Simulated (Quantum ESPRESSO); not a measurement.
**HfO2, fluorite: the electronic dielectric constant against change of volume**

How does ε∞, from linear response (ph.x, fixed occupations, ions clamped), follow the change of volume? The symmetry of the cell is held, so distortions that would lower it, which this phase may prefer, aren't tested.

Calculated with Quantum ESPRESSO 7.5, PBEsol, GBRV 1.5 ultrasoft potentials, cutoff 680 eV, Fermi–Dirac smearing 0.02 eV, k-mesh 10×10×10, no spin polarisation, no spin-orbit coupling.

Reference cell, relaxed at zero pressure with PBEsol (Fm-3m): a = 3.5562 Å, b = 3.5562 Å, c = 3.5562 Å, α = 60.00°, β = 60.00°, γ = 60.00°.

```csv
atom,x,y,z
Hf,0.0000,0.0000,0.0000
O,0.2500,0.2500,0.2500
O,0.7500,0.7500,0.7500
```

```
change of volume (%)  V (Å³/atom)     ε∞  gap (eV)
                  −6        9.964  5.241     3.930
                  −4       10.176  5.245     3.877
                   0       10.600  5.262     3.773
                   2       10.812  5.275     3.723
                   4       11.024  5.290     3.672
                   6       11.236  5.307     3.623
```

**Question.** Give the ε∞ and the long-wavelength refractive index at x = -2, a row left out above (x is the first column).

Least squares with ε = e0 + e1 x + e2 x² gives e0 = 5.2623, e1 = 0.0055446 and e2 = 0.0003259. At x = -2 this is 5.253, so n = √ε = 2.292. The run itself gives 5.253, so the estimate misses by 0.000, a rounding's worth.

Along the table the mean ε∞ rises wherever the smallest gap falls, which need not be its cause. Semilocal functionals tend to give ε∞ too large, the k-mesh wasn't converged for it (a zone-centred mesh of this size overestimates it where the gap is small), and polar lattice vibrations add to the static constant, which isn't calculated here.

[Logs are printed without paths, hosts, clocks, repeated set-up lines and the standing remarks that a program may print on its own settings, such as how far it seeks lower states.]
